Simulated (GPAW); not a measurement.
**How the form of the self-energy moves the gap of CuBiSeO (P4/nmm)**

How much does the gap of CuBiSeO (P4/nmm) depend on the approximation to the self-energy?

Main program and level: GPAW 26.7.0; LDA and many-body steps on it, plane waves.

## 1. Starting point

Symmetry: P4/nmm, No. 129, tetragonal system. The conventional cell has a = 3.950 Å, b = 3.950 Å, c = 9.068 Å, α = 90.00°, β = 90.00°, γ = 90.00°. Cu has 4 Se at 2.52 Å and 4 Cu at 2.79 Å nearest. Nearest to Bi lie 4 O at 2.35 Å and 4 Se at 3.27 Å. Nearest to Se lie 4 Cu at 2.52 Å and 4 Bi at 3.27 Å. O has 4 Bi at 2.35 Å nearest. Farther neighbours and most contacts between anions are not listed.

Structure file:

```xyz
8
Lattice="3.9497 0.0000 0.0000 0.0000 3.9497 0.0000 0.0000 0.0000 9.0675" Properties=species:S:1:pos:R:3 pbc="T T T"
Cu    0.0000    0.0000    4.5338
Cu    1.9749    1.9749    4.5338
Bi    0.0000    1.9749    7.7997
Bi    1.9749    0.0000    1.2678
Se    1.9749    0.0000    6.1008
Se    0.0000    1.9749    2.9667
O     1.9749    1.9749    0.0000
O     0.0000    0.0000    0.0000
```

The cell and positions are those that the Materials Project relaxed with its own functionals (PBE, PBE+U or r2SCAN), kept fixed. Spin-orbit coupling is left out unless a step names it.

## 2. Empty states on the mesh, 4×4×2 mesh, 918 bands

This step: GPAW 26.7.0; DFT, LDA, plane waves, PAW.

The sums over transitions need many empty states on a uniform mesh; this step solves for them.

run.py

```python
import json
import numpy as np
from gpaw.mpi import world
from gpaw import GPAW

calc = GPAW('gs.gpw').fixed_density(kpts={'size': (4, 4, 2), 'gamma': True},
    parallel={'domain': 1, 'band': 1},
    txt='nscf.txt')
calc.diagonalize_full_hamiltonian(nbands=918)
calc.write('full.gpw', mode='all')
res = {}
kpts = calc.get_ibz_k_points()
res['kpts'] = kpts
res['eigenvalues'] = [calc.get_eigenvalues(kpt=k) for k in range(len(kpts))]
res['n_electrons'] = calc.get_number_of_electrons()

if world.rank == 0:
    with open('result.json', 'w') as f:
        json.dump(res, f, default=lambda x: x.tolist())
```

Launch:

```sh
$ mpirun -n 4 gpaw python run.py
```

Numbers of over 12 decimals in the logs are rounded to 6 here.

Log:

```text
Diagonalizing LCAO Hamiltonian
Converting LCAO to pw mode
convergence criteria:
- Maximum integral of absolute [eigenst]ate change: 4e-08 eV^2 / valence electron
maximum number of iterations: 100

SCF iterations
|iter     |     time |      energy | eigst |  dens |
|iter:   1|  |             | +0.69 |       |
|iter:   2|  |             | -0.42 |       |
|iter:   3|  |             | -1.32 |       |
[...]
|iter:  12|  |             | -6.56 |       |
|iter:  13|  |             | -7.04 |       |
|iter:  14|  |             | -7.45c|       |
SCF steps: 14
  __  _  _
 | _ |_)|_||  |
 |__||  | ||/\| - 26.7.0

Input parameters:
  mode=PW(ecut=600.0),
  convergence={'density': 1e-06, 'bands': -3},
  gpts=array([24, 24, 54]),
  kpts=MonkhorstPack(size=(4, 4, 2), gamma=True),
  maxiter=100,
  nbands=48,
  occupations=Occupations(name='fermi-dirac', width=0.001, fixmagmom=False),
  parallel={'domain': 1, 'band': 1},
  xc=XC(name='LDA')
Matrix size: 4740x4740
# Writing to full.gpw (mode='all')
  [... matrices ...]

timing:  # [seconds]
  Total: 189.700  # ━━━━━━━━━━━━━━━━━━━━━━━━━━━━━━━━━━━━━━━━━━━━━━━━━━━━━━━━━
```

The job ended after 3.4 min (4 MPI ranks of Intel Xeon Platinum 8488C (Sapphire Rapids), shared host; peak memory 8.6 GiB; 14 min of CPU time).

This step gave:

* gap: 0.1333 eV
* k of the valence top: 0.25, 0, 0.5
* k of the conduction bottom: 0, 0, 0.5
* least direct gap: 0.1734 eV
* k points computed: 12
* lowest point of the top converged band, above the valence top: 182.0943 eV

On this mesh the gap is 0.133 eV.

## 3. G0W0, Godby-Needs plasmon pole

G0W0 replaces the xc potential by the self-energy, built once from these orbitals. Only a window of levels is corrected, while the sums run over the empty bands that the input names.

This step: G0W0 on LDA, plane waves, PAW.

run.py

```python
import json
import numpy as np
from gpaw.mpi import world
from gpaw.response.g0w0 import G0W0

gw = G0W0('full.gpw',
    filename='gw',
    kpts=[0, 1, 3],
    bands=(36, 40),
    ecut=120,
    nbands=422,
    integrate_gamma='WS',
    ppa=True)
gw.calculate()
res = {mode: {k: v for k, v in r.items() if k != 'sigma_eskwn'}
       for mode, r in gw.all_results.items()}

if world.rank == 0:
    with open('result.json', 'w') as f:
        json.dump(res, f, default=lambda x: x.tolist())
```

Launch:

```sh
$ mpirun -n 4 gpaw python run.py
```

Log:

```text
Using integrator: PointIntegrator
FrequencyGridDescriptor(from 0.000+0.000j to 0.000+27.211j eV, 2 points)
Nonperiodic BCs:  [False False False]
Using integrator: PointIntegrator
FrequencyGridDescriptor(from 0.000+0.000j to 0.000+27.211j eV, 2 points)
Nonperiodic BCs:  [False False False]
  ___  _ _ _
 |   || | | |
 | | || | | |
 |__ ||_____|
 |___|

BZ k-points: Symmetries present (total): 8

  [... matrices ...]
32 k-points: 4 x 4 x 2 Monkhorst-Pack grid + [1/8,1/8,1/4]
12 k-points in the irreducible part of the Brillouin zone
       k-points in crystal coordinates                weights
   0:     0.00000000    0.00000000    0.00000000          1/32
   1:     0.00000000    0.00000000    0.50000000          1/32
   2:     0.25000000    0.00000000    0.00000000          4/32
   3:     0.25000000    0.00000000    0.50000000          4/32
   4:     0.25000000    0.25000000    0.00000000          4/32
   5:     0.25000000    0.25000000    0.50000000          4/32
   6:     0.50000000    0.00000000    0.00000000          2/32
   7:     0.50000000    0.00000000    0.50000000          2/32
   8:     0.50000000    0.25000000    0.00000000          4/32
   9:     0.50000000    0.25000000    0.50000000          4/32
          ...
  11:     0.50000000    0.50000000    0.50000000          1/32

Distributing spins, k-points and bands (1 x 3 x 4) over 4 processes
Number of blocks: 1

Quasi particle states:
k-points (IBZ indices): [0, 1, 3]
Band range: (36, 40)
  [... matrices ...]
Computational parameters:
Plane wave cut-off: 120 eV
Number of bands: 422
Coulomb cutoff: None
Broadening: 0.1 eV

fxc modes: GW
Kernel: RPA
Using Godby-Needs plasmon-pole approximation:
  Fitting energy: i*E0, E0 = 1.000 Hartree
Summing all q:

Calculating screened Coulomb potential
No Coulomb truncation
FrequencyGridDescriptor(from 0.000+0.000j to 0.000+27.211j eV, 2 points)
Removing empty qpoint cache files...

Calculating chi0 body with:
    Ground state adapter containing:
    Number of spins: 1
    Number of kpoints: 32
    Number of irreducible kpoints: 12
    Number of completely occupied states: 38
    Number of partially occupied states: 38
    Occupied states memory: 18.03515625 M / cpu

    Linear response parametrization:
    q_c: [0.0, 0.0, 0.0]
    Number of frequency points: 2
    Planewave cutoff: 120.0
    Number of bands: 422
    Number of planewaves: 421
    Broadening (eta): 1e-06
    comm.size: 4
    kncomm.size: 4
    blockcomm.size: 1

    Memory estimate of potentially large arrays:
        chi0_wGG: 5.408966 M / cpu
Integrating chi0 body.

Symmetries of q_c:
    Direct symmetries (Uq -> q): 8
    Indirect symmetries (TUq -> q): 8
In total 16 allowed symmetries.

  [... matrices ...]
12 groups of equivalent kpoints. 62.5% reduction.

Integral kind: response function
Integrating chi0 head and wings.

Symmetries of q_c:
    Direct symmetries (Uq -> q): 8
    Indirect symmetries (TUq -> q): 8
In total 16 allowed symmetries.

  [... matrices ...]
12 groups of equivalent kpoints. 62.5% reduction.

Integral kind: response function wings

Calculating chi0 body with:
    Ground state adapter containing:
    Number of spins: 1
    Number of kpoints: 32
    Number of irreducible kpoints: 12
    Number of completely occupied states: 38
    Number of partially occupied states: 38
    Occupied states memory: 18.03515625 M / cpu

    Linear response parametrization:
[... the further q-points ...]

Results:
f:      Occupation numbers
eps:     KS-eigenvalues [eV]
vxc:     KS vxc [eV]
exx:     Exact exchange [eV]
sigma:   Self-energies [eV]
dsigma:  Self-energy derivatives
Z:       Renormalization factors
qp:      QP-energies [eV]

k-point 0 (0): (0.000, 0.000, 0.000)                GW
band       f     eps     vxc     exx   sigma  dsigma       Z      qp
                                                                   GW
  36   1.000   6.867 -25.246 -29.460   4.266  -0.336   0.748   6.905
  37   1.000   6.867 -25.246 -29.460   4.266  -0.336   0.748   6.905
  38   0.000   7.473 -15.596 -11.773  -3.183  -0.248   0.801   7.985
  39   0.000   8.106 -14.825 -10.802  -3.360  -0.248   0.801   8.638

k-point 1 (1): (0.000, 0.000, 0.500)                GW
band       f     eps     vxc     exx   sigma  dsigma       Z      qp
                                                                   GW
  36   1.000   7.202 -26.128 -30.462   4.369  -0.338   0.747   7.228
  37   1.000   7.202 -26.128 -30.462   4.369  -0.338   0.747   7.228
[...]
k-point 2 (3): (0.250, 0.000, 0.500)                GW
band       f     eps     vxc     exx   sigma  dsigma       Z      qp
                                                                   GW
[...]
37   1.000   7.243 -26.068 -30.397   4.350  -0.337   0.748   7.258
  38   0.000   8.769 -15.525 -11.275  -3.501  -0.261   0.793   9.363
  39   0.000   9.050 -17.641 -13.607  -3.206  -0.274   0.785   9.700
```

Wall time 10 min (4 MPI ranks); peak memory 3.4 GiB.

This step gave:

```
G0W0 gap on the points computed              : 0.7120 eV
least direct G0W0 gap on the computed points : 0.7418 eV
Z at the valence top                         : 0.7477
Z at the conduction bottom                   : 0.8075
starting gap on the mesh                     : 0.1333 eV
k of the valence top                         : 0.25, 0, 0.5
k of the conduction bottom                   : 0, 0, 0.5
```

The gap on the mesh goes from 0.13 eV to 0.71 eV, a correction of +0.58 eV.

## 4. One-shot HSE06

This step: one-shot HSE06 levels on LDA orbitals, plane waves, PAW.

run.py

```python
import json
import numpy as np
from gpaw.mpi import world
from gpaw.hybrids.eigenvalues import non_self_consistent_eigenvalues

dft, vxc, vxc_hyb = non_self_consistent_eigenvalues('full.gpw', 'HSE06', 36, 40, kpt_indices=[0, 1, 3])
res = {'dft': dft[0], 'hybrid': (dft - vxc + vxc_hyb)[0]}
if world.rank == 0:
    with open('hybrid.txt', 'w') as f:
        for k, e0, e1 in zip([0, 1, 3], res['dft'], res['hybrid']):
            print(k, ' '.join(f'{x:9.4f}' for x in e0), '|', ' '.join(f'{x:9.4f}' for x in e1), file=f)

if world.rank == 0:
    with open('result.json', 'w') as f:
        json.dump(res, f, default=lambda x: x.tolist())
```

Launch:

```sh
$ mpirun -n 4 gpaw python run.py
```

Log:

```text
IBZ(<points: 12, symmetries: 8>)
Occupied bands: 38
Transforming wave functions from IBZ to BZ: 0.042 seconds
Distributing wave functions and iFFT-ing to real space: 0.317 seconds
Calculating eigenvalues:
  k-points: 3
  Bands: 36-39 (inclusive)
  Seconds: 3.687 (wave-function broadcasting: 0.029 seconds)
HSE06-eigenvalue shifts:
  min: -0.875 eV
  ave: -0.112 eV
  max: 0.779 eV
```

It took 8.3 s on 4 MPI ranks; peak memory 2.2 GiB; 32 s of CPU time.

Numbers from this step:

```yaml
starting_gap_on_the_mesh: 0.1333 eV
hybrid_gap_on_the_mesh: 1.546 eV
least_direct_hybrid_gap_on_the_computed_points: 1.589 eV
```

## 5. One-shot PBE0

This step: one-shot PBE0 levels on LDA orbitals, plane waves, PAW.

run.py, as its differences from that of step 4:

```diff
@@ -5,3 +5,3 @@
 
-dft, vxc, vxc_hyb = non_self_consistent_eigenvalues('full.gpw', 'HSE06', 36, 40, kpt_indices=[0, 1, 3])
+dft, vxc, vxc_hyb = non_self_consistent_eigenvalues('full.gpw', 'PBE0', 36, 40, kpt_indices=[0, 1, 3])
 res = {'dft': dft[0], 'hybrid': (dft - vxc + vxc_hyb)[0]}
```

Launch:

```sh
$ mpirun -n 4 gpaw python run.py
```

Log:

```text
IBZ(<points: 12, symmetries: 8>)
Occupied bands: 38
Transforming wave functions from IBZ to BZ: 0.041 seconds
Distributing wave functions and iFFT-ing to real space: 0.429 seconds
Calculating eigenvalues:
  k-points: 3
  Bands: 36-39 (inclusive)
  Seconds: 4.199 (wave-function broadcasting: 0.029 seconds)
HSE06-eigenvalue shifts:
  min: -1.295 eV
  ave: -0.185 eV
  max: 1.046 eV
```

It took 8.5 s on 4 MPI ranks; peak memory 2.2 GiB; 33 s of CPU time.

This step gave:

* starting gap on the mesh: 0.1333 eV
* hybrid gap on the mesh: 2.221 eV
* least direct hybrid gap on the computed points: 2.262 eV

## 6. G0W0, full frequency, Hilbert transform

This step: G0W0 on LDA, plane waves, PAW.

run.py

```python
import json
import numpy as np
from gpaw.mpi import world
from gpaw.response.g0w0 import G0W0

gw = G0W0('full.gpw',
    filename='gw',
    kpts=[0, 1, 3],
    bands=(36, 40),
    ecut=120,
    nbands=422,
    integrate_gamma='WS',
    frequencies={'type': 'nonlinear', 'domega0': 0.1, 'omega2': 15.0},
    eta=0.1,
    nblocksmax=True)
gw.calculate()
res = {mode: {k: v for k, v in r.items() if k != 'sigma_eskwn'}
       for mode, r in gw.all_results.items()}

if world.rank == 0:
    with open('result.json', 'w') as f:
        json.dump(res, f, default=lambda x: x.tolist())
```

Launch:

```sh
$ mpirun -n 4 gpaw python run.py
```

Log:

```text
Using integrator: PointIntegrator
NonLinearFrequencyDescriptor(from 0.000 to 129.509 eV, 284 points)
Nonperiodic BCs:  [False False False]
Using integrator: PointIntegrator
NonLinearFrequencyDescriptor(from 0.000 to 129.509 eV, 284 points)
Nonperiodic BCs:  [False False False]
  ___  _ _ _
 |   || | | |
 | | || | | |
 |__ ||_____|
 |___|

BZ k-points: Symmetries present (total): 8

  [... matrices ...]
32 k-points: 4 x 4 x 2 Monkhorst-Pack grid + [1/8,1/8,1/4]
12 k-points in the irreducible part of the Brillouin zone
       k-points in crystal coordinates                weights
   0:     0.00000000    0.00000000    0.00000000          1/32
   1:     0.00000000    0.00000000    0.50000000          1/32
   2:     0.25000000    0.00000000    0.00000000          4/32
[...]
9:     0.50000000    0.25000000    0.50000000          4/32
          ...
  11:     0.50000000    0.50000000    0.50000000          1/32

Distributing spins, k-points and bands (1 x 3 x 4) over 1 process
Number of blocks: 4

Quasi particle states:
k-points (IBZ indices): [0, 1, 3]
Band range: (36, 40)
  [... matrices ...]
Computational parameters:
Plane wave cut-off: 120 eV
Number of bands: 422
Coulomb cutoff: None
Broadening: 0.1 eV

fxc modes: GW
Kernel: RPA
Using full-frequency real axis integration
Summing all q:

Calculating screened Coulomb potential
No Coulomb truncation
NonLinearFrequencyDescriptor(from 0.000 to 129.509 eV, 284 points)
Removing empty qpoint cache files...

Calculating chi0 body with:
    Ground state adapter containing:
    Number of spins: 1
    Number of kpoints: 32
    Number of irreducible kpoints: 12
    Number of completely occupied states: 38
    Number of partially occupied states: 38
    Occupied states memory: 18.03515625 M / cpu

[...]
blockcomm.size: 4

    Memory estimate of potentially large arrays:
        chi0_wGG: 192.018295 M / cpu
Integrating chi0 body.

Symmetries of q_c:
    Direct symmetries (Uq -> q): 8
    Indirect symmetries (TUq -> q): 8
In total 16 allowed symmetries.

  [... matrices ...]
12 groups of equivalent kpoints. 62.5% reduction.

Integral kind: spectral function
Integrating chi0 head and wings.

Symmetries of q_c:
    Direct symmetries (Uq -> q): 8
    Indirect symmetries (TUq -> q): 8
In total 16 allowed symmetries.

  [... matrices ...]
12 groups of equivalent kpoints. 62.5% reduction.

Integral kind: spectral function wings

Calculating chi0 body with:
    Ground state adapter containing:
    Number of spins: 1
    Number of kpoints: 32
    Number of irreducible kpoints: 12
    Number of completely occupied states: 38
    Number of partially occupied states: 38
    Occupied states memory: 18.03515625 M / cpu

[... the further q-points ...]

Results:
f:      Occupation numbers
eps:     KS-eigenvalues [eV]
vxc:     KS vxc [eV]
exx:     Exact exchange [eV]
sigma:   Self-energies [eV]
dsigma:  Self-energy derivatives
Z:       Renormalization factors
qp:      QP-energies [eV]

k-point 0 (0): (0.000, 0.000, 0.000)                GW
band       f     eps     vxc     exx   sigma  dsigma       Z      qp
                                                                   GW
  36   1.000   6.867 -25.246 -29.460   4.225  -0.480   0.676   6.874
  37   1.000   6.867 -25.246 -29.460   4.225  -0.480   0.676   6.874
  38   0.000   7.473 -15.596 -11.773  -3.162  -0.339   0.747   7.966
[...]
k-point 1 (1): (0.000, 0.000, 0.500)                GW
band       f     eps     vxc     exx   sigma  dsigma       Z      qp
                                                                   GW
[...]
k-point 2 (3): (0.250, 0.000, 0.500)                GW
band       f     eps     vxc     exx   sigma  dsigma       Z      qp
                                                                   GW
[...]
38   0.000   8.769 -15.525 -11.275  -3.485  -0.366   0.732   9.329
  39   0.000   9.050 -17.641 -13.607  -3.224  -0.373   0.729   9.641
```

Wall time 16 min (4 MPI ranks); peak memory 5.9 GiB; 66 min of CPU time.

Numbers from this step:

```
G0W0 gap on the points computed              : 0.7457 eV
least direct G0W0 gap on the computed points : 0.7743 eV
Z at the valence top                         : 0.6827
Z at the conduction bottom                   : 0.7574
starting gap on the mesh                     : 0.1333 eV
k of the valence top                         : 0.25, 0, 0.5
k of the conduction bottom                   : 0, 0, 0.5
```

Against G0W0 in GPAW (4×4×2 mesh, 422 bands, screening to 120 eV, Godby-Needs plasmon pole), the gap moves by +0.034 eV.

## 7. Side by side

Times are wall times on 4 MPI ranks of Intel Xeon Platinum 8488C (Sapphire Rapids), shared host, good to a factor of about two.

```csv
run,mesh,bands,screening cutoff (eV),DFT gap (eV),gap on the mesh (eV),direct (eV),time
"G0W0, Godby-Needs plasmon pole",4×4×2,422,120,0.133,0.712,0.742,10 min
one-shot HSE06,4×4×2,-,-,0.133,1.546,1.589,8.3 s
one-shot PBE0,4×4×2,-,-,0.133,2.221,2.262,8.5 s
"G0W0, full frequency, Hilbert transform",4×4×2,422,120,0.133,0.746,0.774,16 min
```

## 8. What came out

```yaml
g0w0_godby_needs_plasmon_pole: 0.712 eV
one_shot_hse06: 1.546 eV
one_shot_pbe0: 2.221 eV
g0w0_full_frequency_hilbert_transform: 0.746 eV
known_limits: not at the basis limit; model gap, bands may invert with spin-orbit coupling; no spin polarisation; d shell near the gap, gap tends to lie low; no spin-orbit coupling; coarse k mesh
```

One-shot HSE06: +0.834 eV against G0W0, Godby-Needs plasmon pole. One-shot PBE0: +1.509 eV against G0W0, Godby-Needs plasmon pole. G0W0, full frequency, Hilbert transform: +0.034 eV against G0W0, Godby-Needs plasmon pole. One-shot hybrid levels are evaluated on the LDA orbitals. Bands and cutoff are finite, so the gap is not at the basis limit. The miss can reach some tenths of an eV and take either sign; the mesh is an error of its own. These stock PAW sets were not made for GW; the filled d or f shell of Se lies in the frozen core, which bears on start and correction. In the G0W0 runs levels were corrected at 3 k points alone, so a gap called «on the mesh» is the least over those, and an edge elsewhere would be missed. The 4×4×2 mesh is coarse for this cell, which bears on the long-range parts of exchange and screening. Where an edge is built on 6p states of lead, bismuth or thallium, scalar-relativistic gaps usually stand too wide, by a few tenths to over one eV. With atoms this heavy and so narrow a gap, spin-orbit coupling can invert the bands. These scalar-relativistic gaps are then model values, not to be set against experiment, and a spin-orbit change taken from DFT can't simply be added. A d shell, filled or nearly so, lies near the gap. One-shot GW converges very slowly in bands there, not always from below, and on a semilocal start the gap tends to come out low; starts rich in exact exchange can overshoot instead.

[Paths, hosts, dates, memory and timing lines, banners, echoed tables and standing remarks are left out of the program output.]

[Logs are printed without paths, hosts, clocks, repeated set-up lines and the standing remarks that a program may print on its own settings, such as how far it seeks lower states.]

[Runs of the session that timed out or met a known fault of the program may be left out.]

[Hosts, paths, dates, database ids (printed as entryN), source tags and the programs' standing remarks are cut or masked in the printed files.]
